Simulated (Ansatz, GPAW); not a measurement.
# A 8-layer slab of Ag(100): converging a work function, part 2 of 2

Wanted: a convergence study on the slab a 8-layer slab of Ag(100).

GPAW 26.7.0 and Ansatz 0.2.0; Ansatz plane waves; slab in vacuum with a dipole correction, relaxation (the session's first sound run).

So far, upper work function (eV): step 2 (relaxation) 4.31.

### 3. Plane waves, PBE

With the geometry fixed, the planar mean of the potential gives the vacuum level on each side.

This step: GPAW, PAW setups; slab in vacuum (GPAW 26.7.0).

Contents of run.py:

```python
import json
import numpy as np
from ase import Atoms
from gpaw import GPAW, PW

slab = Atoms(
    ['Ag', 'Ag', 'Ag', 'Ag', 'Ag', 'Ag', 'Ag', 'Ag'],
    positions=[
        [1.44603, 1.44603, 8.00000],
        [0.00000, 0.00000, 10.04500],
        [1.44603, 1.44603, 12.09000],
        [0.00000, 0.00000, 14.13500],
        [1.44603, 1.44603, 16.26307],
        [-0.00000, 0.00000, 18.38856],
        [1.44603, 1.44603, 20.50769],
        [0.00000, 0.00000, 22.58060]],
    cell=[[2.89207, 0.0, 0.0], [0.0, 2.89207, 0.0], [0.0, 0.0, 30.315]],
    pbc=[True, True, False])

slab.calc = GPAW(mode=PW(400), xc='PBE', kpts={'size': (11, 11, 1), 'gamma': True},
                 occupations={'name': 'fermi-dirac', 'width': 0.1}, nbands='160%',
                 convergence={'density': 1e-05}, maxiter=200,
                 poissonsolver={'dipolelayer': 'xy'},
                 symmetry={'tolerance': 1e-3}, txt='slab.txt')
result = {}
energy = slab.get_potential_energy()
fermi = slab.calc.get_fermi_level()
v = slab.calc.get_electrostatic_potential().mean((0, 1)) - fermi
n = slab.calc.get_pseudo_density().mean((0, 1))
L = slab.cell[2, 2]
z = np.arange(len(v)) * L / len(v)
low, high = slab.positions[:, 2].min(), slab.positions[:, 2].max()
below, above = np.interp([low - 5.8, high + 5.8], z, v)
slopes = [np.interp(x, z, np.gradient(v, z)) for x in (low - 5.8, high + 5.8)]
eps = np.array([[slab.calc.get_eigenvalues(k, s) for k in range(len(slab.calc.get_ibz_k_points()))]
                for s in range(slab.calc.get_number_of_spins())]) - fermi
top, bottom = eps[eps < 0].max(), eps[eps > 0].min()
dipole = slab.get_dipole_moment()[2]
print(f'energy {energy:.4f} eV, Fermi level {fermi:.4f} eV, dipole {dipole:.5f} e A')
print(f'potential 5.8 A off the faces, from the Fermi level: lower {below:.4f} eV, upper {above:.4f} eV')
print(f'slope of the potential there: lower {slopes[0]:.5f}, upper {slopes[1]:.5f} eV/A')
print(f'nearest levels on the mesh: {top:.4f} and {bottom:.4f} eV')
print('magnetic moment', round(slab.get_magnetic_moment(), 3))
result.update(energy=energy, fermi=fermi, dipole=dipole, below=below, above=above, slopes=slopes, edges=[top, bottom],
              z=z.tolist(), v=v.tolist(), n=n.tolist(), positions=slab.positions.tolist(),
              forces=slab.get_forces(apply_constraint=False).tolist(), moments=slab.get_magnetic_moments().tolist())
json.dump(result, open('result.json', 'w'))
```

On the command line:

```sh
> OMP_NUM_THREADS=1 OPENBLAS_NUM_THREADS=1 python run.py
```

Output:

```text
energy -21.7691 eV, Fermi level 2.4875 eV, dipole 0.00007 e A
potential 5.8 A off the faces, from the Fermi level: lower 4.3157 eV, upper 4.3153 eV
slope of the potential there: lower -0.00020, upper 0.00015 eV/A
nearest levels on the mesh: -0.0522 and 0.0226 eV
magnetic moment 0.0
```

Elapsed: 6.5 min, on 1 thread of Intel Xeon at 2.60GHz (Ice Lake), shared host; peak memory 0.39 GiB.

Numbers from this step:

```yaml
dipole_along_the_normal: 6.56e-5 e·Å
levels_nearest_the_fermi_level_on_the_mesh: -0.05219, 0.02261 eV from the Fermi level
upper_work_function: 4.315 eV
lower_work_function: 4.316 eV
```

The electrostatic potential energy of an electron (without an applied field's), less the Fermi level, planar mean oscillates, so the rows of the table below give means over windows of 2.06 Å about each position, cut where the curve ends. Its maxima inside the range that stand out by 2 % of the span (Å: eV): 9.0: -0.782, 11.0: -0.869, 13.1: -0.863, 15.2: -0.273, 17.3: -0.230, 19.5: -0.296, 21.5: -0.522. Its minima: 8.0: -17.3, 10.1: -17.6, 12.1: -17.5, 14.2: -17.4, 16.2: -17.5, 18.4: -17.5, 20.5: -17.4, 22.6: -17.2.

Electrostatic potential energy of an electron (without an applied field's), less the Fermi level, planar mean against z; means over each step:

z (Å), electrostatic potential energy of an electron (without an applied field's), less the Fermi level, planar mean (eV) and a bar from the least value:
```
     1.03        4.3 ##############################
     3.09        4.3 ##############################
     5.15        4.2 ##############################
     7.21       -4.4 #########
     9.27       -8.3 
    11.33       -8.3 
    13.39       -8.3 
    15.45       -7.6 ##
    17.51       -7.5 ##
    19.57       -7.6 ##
    21.63       -7.9 #
    23.69       -1.3 #################
    25.75        4.3 ##############################
    27.81        4.3 ##############################
    29.87        4.3 ##############################
```

The pseudo valence density, planar mean oscillates, so the rows of the table below give means over windows of 2.17 Å about each position, cut where the curve ends. Its maxima inside the range that stand out by 2 % of the span (Å: e/Å³): 8.0: 2.24, 10.0: 2.16, 12.1: 2.22, 14.1: 2.20, 16.2: 2.23, 18.4: 2.23, 20.6: 2.19, 22.5: 2.19. Its minima: 9.1: 0.273, 11.0: 0.268, 13.2: 0.280, 15.2: 0.236, 17.3: 0.235, 19.5: 0.240, 21.4: 0.269.

Table of pseudo valence density, planar mean by z; means over each step:

```tsv
z (Å)	pseudo valence density, planar mean (e/Å³)
3.25	2.6e-5
5.42	0.00569
7.59	0.877
9.77	0.959
11.93	0.955
14.11	0.948
16.27	0.942
18.45	0.942
20.62	0.947
22.79	0.906
24.95	0.00988
27.12	4.2e-5
```

Force by atom:

```tsv
atom	x (eV/Å)	y (eV/Å)	z (eV/Å)	size
Ag1	0.000	0.000	-0.107	0.107
Ag2	0.000	0.000	-0.144	0.144
Ag3	0.000	0.000	0.000	0.000
Ag4	0.000	0.000	0.256	0.256
Ag5	0.000	0.000	-0.002	0.002
Ag6	0.000	0.000	-0.009	0.009
Ag7	0.000	0.000	-0.002	0.002
Ag8	0.000	0.000	0.012	0.012
```

The potential is flat to 2.0e-4 eV/Å where it is read, so the vacuum is wide enough. The geometry is the other program's minimum; here the largest force on a free atom is 0.012 eV/Å.

### 4. Cutoff 200

The cutoff limits how sharply the smooth valence waves can vary, which tells mostly near the atoms.

Changes to run.py since step 3:

```diff
@@ -19,3 +19,3 @@
 
-slab.calc = GPAW(mode=PW(400), xc='PBE', kpts={'size': (11, 11, 1), 'gamma': True},
+slab.calc = GPAW(mode=PW(200), xc='PBE', kpts={'size': (11, 11, 1), 'gamma': True},
                  occupations={'name': 'fermi-dirac', 'width': 0.1}, nbands='160%',
```

Output:

```text
energy -16.4561 eV, Fermi level 2.4816 eV, dipole 0.00020 e A
potential 5.8 A off the faces, from the Fermi level: lower 4.3620 eV, upper 4.3611 eV
slope of the potential there: lower -0.00272, upper 0.00184 eV/A
nearest levels on the mesh: -0.0518 and 0.0316 eV
magnetic moment 0.0
```

Wall time 5.3 min (1 thread); peak memory 0.22 GiB.

The run finished. A setting was moved off its sound value on purpose, so it serves as a test and not as the result.

The fault put into the input: a cutoff under that of the base run: the energy of the cell lies 5.3 eV from the base value (ecut = 200).

Side by side:

```tsv
quantity	this run	sound run	difference
upper work function (eV)	4.3611	4.3153	0.0458
lower work function (eV)	4.3620	4.3157	0.0463
```

One result that differs is the lower work function, 4.36 eV against 4.32 eV.

### 5. Cutoff 300

The cutoff limits how sharply the smooth valence waves can vary, which tells mostly near the atoms.

Changes to run.py since step 4:

```diff
@@ -19,3 +19,3 @@
 
-slab.calc = GPAW(mode=PW(200), xc='PBE', kpts={'size': (11, 11, 1), 'gamma': True},
+slab.calc = GPAW(mode=PW(300), xc='PBE', kpts={'size': (11, 11, 1), 'gamma': True},
                  occupations={'name': 'fermi-dirac', 'width': 0.1}, nbands='160%',
```

Output:

```text
energy -20.0438 eV, Fermi level 2.4849 eV, dipole 0.00046 e A
potential 5.8 A off the faces, from the Fermi level: lower 4.3297 eV, upper 4.3339 eV
slope of the potential there: lower 0.00040, upper 0.00054 eV/A
nearest levels on the mesh: -0.0507 and 0.0208 eV
magnetic moment 0.0
```

Run time: 4.6 min. Hardware: 1 thread; peak memory 0.29 GiB.

The run finished. A setting was moved off its sound value on purpose, so it serves as a test and not as the result.

The fault put into the input: a cutoff under that of the base run: the energy of the cell lies 1.7 eV from the base value (ecut = 300).

The two runs compared:

```tsv
quantity	this run	sound run	difference
upper work function (eV)	4.3339	4.3153	0.0185
lower work function (eV)	4.3297	4.3157	0.0140
```

### 6. Cutoff 700: ecut = 700

The cutoff limits how sharply the smooth valence waves can vary, which tells mostly near the atoms.

Changes to run.py since step 5:

```diff
@@ -19,3 +19,3 @@
 
-slab.calc = GPAW(mode=PW(300), xc='PBE', kpts={'size': (11, 11, 1), 'gamma': True},
+slab.calc = GPAW(mode=PW(700), xc='PBE', kpts={'size': (11, 11, 1), 'gamma': True},
                  occupations={'name': 'fermi-dirac', 'width': 0.1}, nbands='160%',
```

Output:

```text
energy -22.0800 eV, Fermi level 2.4873 eV, dipole 0.00006 e A
potential 5.8 A off the faces, from the Fermi level: lower 4.3129 eV, upper 4.3122 eV
slope of the potential there: lower -0.00006, upper 0.00003 eV/A
nearest levels on the mesh: -0.0523 and 0.0225 eV
magnetic moment 0.0
```

Run time: 21 min. Hardware: 1 thread; peak memory 0.72 GiB.

Numbers from this step:

* dipole along the normal: 6.44e-5 e·Å
* levels nearest the Fermi level on the mesh: -0.05234, 0.02246 eV from the Fermi level
* upper work function: 4.312 eV
* lower work function: 4.313 eV

The electrostatic potential energy of an electron (without an applied field's), less the Fermi level, planar mean oscillates, so the rows of the table below give means over windows of 2.09 Å about each position, cut where the curve ends. Its maxima inside the range that stand out by 2 % of the span (Å: eV): 9.0: -0.787, 11.1: -1.01, 13.2: -0.896, 15.2: -0.266, 17.3: -0.230, 19.4: -0.295, 21.6: -0.533. Its minima: 8.0: -17.3, 10.0: -17.6, 12.1: -17.6, 14.2: -17.3, 16.3: -17.5, 18.4: -17.5, 20.5: -17.5, 22.6: -17.2.

Electrostatic potential energy of an electron (without an applied field's), less the Fermi level, planar mean against z; means over each step:

```tsv
z (Å)	electrostatic potential energy of an electron (without an applied field's), less the Fermi level, planar mean (eV)
1.04	4.31
3.13	4.31
5.22	4.22
7.31	-5.23
9.40	-8.31
11.49	-8.30
13.58	-8.28
15.67	-7.76
17.77	-7.73
19.85	-7.80
21.95	-7.95
24.03	1.64
26.12	4.30
28.21	4.31
```

The pseudo valence density, planar mean oscillates, so the rows of the table below give means over windows of 2.09 Å about each position, cut where the curve ends. Its maxima inside the range that stand out by 2 % of the span (Å: e/Å³): 8.0: 2.23, 10.1: 2.20, 12.0: 2.20, 14.1: 2.23, 16.2: 2.19, 18.4: 2.20, 20.5: 2.23, 22.6: 2.22. Its minima: 9.0: 0.269, 11.1: 0.267, 13.2: 0.269, 15.2: 0.236, 17.3: 0.235, 19.4: 0.240, 21.5: 0.257.

Table of pseudo valence density, planar mean by z; means over each step:

z (Å), pseudo valence density, planar mean (e/Å³) and a bar:
```
     3.13       0.00 
     5.22       0.00 
     7.31       0.79 ########################
     9.40       1.00 ##############################
    11.49       0.99 ##############################
    13.58       0.99 ##############################
    15.67       0.96 #############################
    17.77       0.96 #############################
    19.85       0.96 #############################
    21.95       0.98 #############################
    24.03       0.15 #####
    26.12       0.00 
    28.21       0.00
```

Force by atom:

```tsv
atom	x (eV/Å)	y (eV/Å)	z (eV/Å)	size
Ag1	0.000	0.000	-0.101	0.101
Ag2	0.000	0.000	-0.146	0.146
Ag3	0.000	0.000	0.002	0.002
Ag4	0.000	0.000	0.251	0.251
Ag5	0.000	0.000	-0.003	0.003
Ag6	0.000	0.000	-0.008	0.008
Ag7	0.000	0.000	0.000	0.000
Ag8	0.000	0.000	0.004	0.004
```

The upper face's work function is 4.312 eV, against 4.315 eV in the first plane-wave PBE run at this geometry.

### 7. K mesh 4×4

The mesh in the plane samples the bands: a metal's Fermi level needs it dense, and band edges must lie on it.

Changes to run.py since step 6:

```diff
@@ -19,3 +19,3 @@
 
-slab.calc = GPAW(mode=PW(700), xc='PBE', kpts={'size': (11, 11, 1), 'gamma': True},
+slab.calc = GPAW(mode=PW(400), xc='PBE', kpts={'size': (4, 4, 1), 'gamma': True},
                  occupations={'name': 'fermi-dirac', 'width': 0.1}, nbands='160%',
```

Output:

```text
energy -21.2177 eV, Fermi level 2.4809 eV, dipole 0.00061 e A
potential 5.8 A off the faces, from the Fermi level: lower 4.3855 eV, upper 4.3733 eV
slope of the potential there: lower -0.00014, upper 0.00013 eV/A
nearest levels on the mesh: -0.2300 and 0.0476 eV
magnetic moment 0.0
```

Run time: 1.9 min. Hardware: 1 thread; peak memory 0.26 GiB.

The run finished with changed settings (kpts = [4, 4]); it serves as a test.

Side by side:

```tsv
quantity	this run	sound run	difference
upper work function (eV)	4.3733	4.3153	0.0580
lower work function (eV)	4.3855	4.3157	0.0698
```

The two runs differ clearly in the lower work function: 4.39 eV against 4.32 eV.

### 8. K mesh 7×7

The mesh in the plane samples the bands: a metal's Fermi level needs it dense, and band edges must lie on it.

Changes to run.py since step 7:

```diff
@@ -19,3 +19,3 @@
 
-slab.calc = GPAW(mode=PW(400), xc='PBE', kpts={'size': (4, 4, 1), 'gamma': True},
+slab.calc = GPAW(mode=PW(400), xc='PBE', kpts={'size': (7, 7, 1), 'gamma': True},
                  occupations={'name': 'fermi-dirac', 'width': 0.1}, nbands='160%',
```

Output:

```text
energy -21.8381 eV, Fermi level 2.4617 eV, dipole -0.00012 e A
potential 5.8 A off the faces, from the Fermi level: lower 4.2756 eV, upper 4.2793 eV
slope of the potential there: lower -0.00019, upper 0.00012 eV/A
nearest levels on the mesh: -0.0726 and 0.0015 eV
magnetic moment 0.0
```

Wall time 4.4 min (1 thread); peak memory 0.29 GiB.

The run finished with changed settings (kpts = [7, 7]); it serves as a test.

The two runs compared:

```tsv
quantity	this run	sound run	difference
upper work function (eV)	4.2793	4.3153	-0.0361
lower work function (eV)	4.2756	4.3157	-0.0401
```

The two runs differ clearly in the lower work function: 4.28 eV against 4.32 eV.

### 9. K mesh 16×16: kpts = [16, 16]

The mesh in the plane samples the bands: a metal's Fermi level needs it dense, and band edges must lie on it.

Changes to run.py since step 8:

```diff
@@ -19,3 +19,3 @@
 
-slab.calc = GPAW(mode=PW(400), xc='PBE', kpts={'size': (7, 7, 1), 'gamma': True},
+slab.calc = GPAW(mode=PW(400), xc='PBE', kpts={'size': (16, 16, 1), 'gamma': True},
                  occupations={'name': 'fermi-dirac', 'width': 0.1}, nbands='160%',
```

Output:

```text
energy -21.7299 eV, Fermi level 2.4772 eV, dipole 0.00014 e A
potential 5.8 A off the faces, from the Fermi level: lower 4.3048 eV, upper 4.3026 eV
slope of the potential there: lower -0.00010, upper 0.00009 eV/A
nearest levels on the mesh: -0.0132 and 0.0071 eV
magnetic moment 0.0
```

The job ended after 10 min (1 thread; peak memory 0.6 GiB).

This step gave:

* dipole along the normal: 1.45e-4 e·Å
* levels nearest the Fermi level on the mesh: -0.01319, 0.007135 eV from the Fermi level
* upper work function: 4.303 eV
* lower work function: 4.305 eV

The upper face's work function is 4.303 eV, against 4.315 eV in the first plane-wave PBE run at this geometry.

### 10. Scheme Methfessel-Paxton of order 0 (Gaussian), smearing 0.1

Smearing changes the occupations near the Fermi level, and with them the level itself. Smearing helps the SCF of a metal converge, but it blurs occupations at band edges near the Fermi level.

Changes to run.py since step 9:

```diff
@@ -19,4 +19,4 @@
 
-slab.calc = GPAW(mode=PW(400), xc='PBE', kpts={'size': (16, 16, 1), 'gamma': True},
-                 occupations={'name': 'fermi-dirac', 'width': 0.1}, nbands='160%',
+slab.calc = GPAW(mode=PW(400), xc='PBE', kpts={'size': (11, 11, 1), 'gamma': True},
+                 occupations={'name': 'methfessel-paxton', 'width': 0.1}, nbands='160%',
                  convergence={'density': 1e-05}, maxiter=200,
```

Output:

```text
energy -21.7691 eV, Fermi level 2.4854 eV, dipole 0.00014 e A
potential 5.8 A off the faces, from the Fermi level: lower 4.3266 eV, upper 4.3245 eV
slope of the potential there: lower -0.00012, upper 0.00007 eV/A
nearest levels on the mesh: -0.0542 and 0.0180 eV
magnetic moment 0.0
```

Wall time 7.1 min (1 thread); peak memory 0.39 GiB.

Numbers from this step:

```yaml
dipole_along_the_normal: 1.40e-4 e·Å
levels_nearest_the_fermi_level_on_the_mesh: -0.05421, 0.01798 eV from the Fermi level
upper_work_function: 4.325 eV
lower_work_function: 4.327 eV
```

The electrostatic potential energy of an electron (without an applied field's), less the Fermi level, planar mean oscillates, so the rows of the table below give means over windows of 2.06 Å about each position, cut where the curve ends. Its maxima inside the range that stand out by 2 % of the span (Å: eV): 9.0: -0.782, 11.0: -0.879, 13.1: -0.865, 15.2: -0.265, 17.3: -0.235, 19.5: -0.310, 21.5: -0.526. Its minima: 8.0: -17.3, 10.1: -17.6, 12.1: -17.5, 14.2: -17.4, 16.2: -17.5, 18.4: -17.5, 20.5: -17.4, 22.6: -17.2.

Electrostatic potential energy of an electron (without an applied field's), less the Fermi level, planar mean against z; means over each step:

```tsv
z (Å)	electrostatic potential energy of an electron (without an applied field's), less the Fermi level, planar mean (eV)
1.03	4.33
3.09	4.33
5.15	4.25
7.21	-4.43
9.27	-8.25
11.33	-8.34
13.39	-8.31
15.45	-7.57
17.51	-7.54
19.57	-7.57
21.63	-7.92
23.69	-1.26
25.75	4.29
27.81	4.32
29.87	4.32
```

The upper face's work function is 4.325 eV, against 4.315 eV in the first plane-wave PBE run at this geometry.

### 11. Cost and result by level

Times are for 1 thread of Intel Xeon at 2.60GHz (Ice Lake), shared host. The series side by side:

```tsv
no.	run	upper work function (eV)	lower work function (eV)	time	memory (GiB)
1	pw	4.315	4.316	6.5 min	0.39
2	cutoff 700	4.312	4.313	21 min	0.72
3	k mesh 16×16	4.303	4.305	10 min	0.6
4	scheme Methfessel-Paxton of order 0 (Gaussian), smearing 0.1	4.325	4.327	7.1 min	0.39
```

### 12. Without the dipole layer

The dipole layer is taken out and the cell repeats along the normal.

Changes to run.py since step 10:

```diff
@@ -17,8 +17,7 @@
     cell=[[2.89207, 0.0, 0.0], [0.0, 2.89207, 0.0], [0.0, 0.0, 30.315]],
-    pbc=[True, True, False])
+    pbc=[True, True, True])
 
 slab.calc = GPAW(mode=PW(400), xc='PBE', kpts={'size': (11, 11, 1), 'gamma': True},
-                 occupations={'name': 'methfessel-paxton', 'width': 0.1}, nbands='160%',
+                 occupations={'name': 'fermi-dirac', 'width': 0.1}, nbands='160%',
                  convergence={'density': 1e-05}, maxiter=200,
-                 poissonsolver={'dipolelayer': 'xy'},
                  symmetry={'tolerance': 1e-3}, txt='slab.txt')
```

Output:

```text
energy -21.7691 eV, Fermi level 2.4875 eV, dipole 0.00009 e A
potential 5.8 A off the faces, from the Fermi level: lower 4.3155 eV, upper 4.3154 eV
slope of the potential there: lower -0.00011, upper 0.00016 eV/A
nearest levels on the mesh: -0.0522 and 0.0226 eV
magnetic moment 0.0
```

The job ended after 3.6 min (1 thread; peak memory 0.39 GiB).

The run finished with changed settings (dipole = false and pbc_z = true); it serves as a test.

The two runs compared:

```tsv
quantity	this run	sound run	difference
upper work function (eV)	4.3154	4.3153	3.0e-5
lower work function (eV)	4.3155	4.3157	-2.3e-4
```

### 13. Side by side

Results and costs are gathered.

This step: comparison of work functions, dipole and cost (GPAW 26.7.0).

Ladder, by row:

```tsv
step	code	work function, upper (eV)	work function, lower (eV)	dipole (e Å)	wall time (s)	peak memory (GiB)	threads
pw	GPAW	4.315	4.316	6.56e-5	388.5	0.39	1
ecut200	GPAW	4.361	4.362	1.98e-4	318.6	0.22	1
ecut300	GPAW	4.334	4.33	4.57e-4	273.3	0.29	1
ecut700	GPAW	4.312	4.313	6.44e-5	1232	0.72	1
k4	GPAW	4.373	4.386	6.10e-4	111.2	0.26	1
k7	GPAW	4.279	4.276	-1.22e-4	263.7	0.29	1
k16	GPAW	4.303	4.305	1.45e-4	619.4	0.6	1
smear	GPAW	4.325	4.327	1.40e-4	424.6	0.39	1
nodip	GPAW	4.315	4.316	8.97e-5	213.8	0.39	1
```

### 14. Outcome

```yaml
work_function_both_faces: 4.32 eV
dipole_along_the_normal: 6.6e-5 e Å, near the numerical noise
```

In words: With plane waves and PBE the work function is 4.32 eV on the upper face and 4.32 eV on the lower. The measured value for this face is 4.36 eV (as compiled in "Anisotropic work function of elemental crystals", 2019, arxiv:1902.07811); the relaxed upper face lies 0.045 eV under it with PBE. Measured work functions scatter by a tenth of an eV or more between methods. The other smearing (Gaussian of 0.1 eV in place of Fermi-Dirac of 0.1) moves the two faces by 0.0092 and 0.011 eV on the same mesh; a mesh is converged only for its smearing. Over the sound runs of the table the upper face's work function spans 4.303 (k16) to 4.325 eV (smear). The in-plane lattice was kept as typed, which isn't the functional's own and leaves some strain; spin-orbit coupling and temperature are left out.

[Logs are printed without paths, hosts, clocks, repeated set-up lines and the standing remarks that a program may print on its own settings, such as how far it seeks lower states.]

[Hosts, paths, dates, database ids (printed as entryN), source tags and the programs' standing remarks are cut or masked in the printed files.]
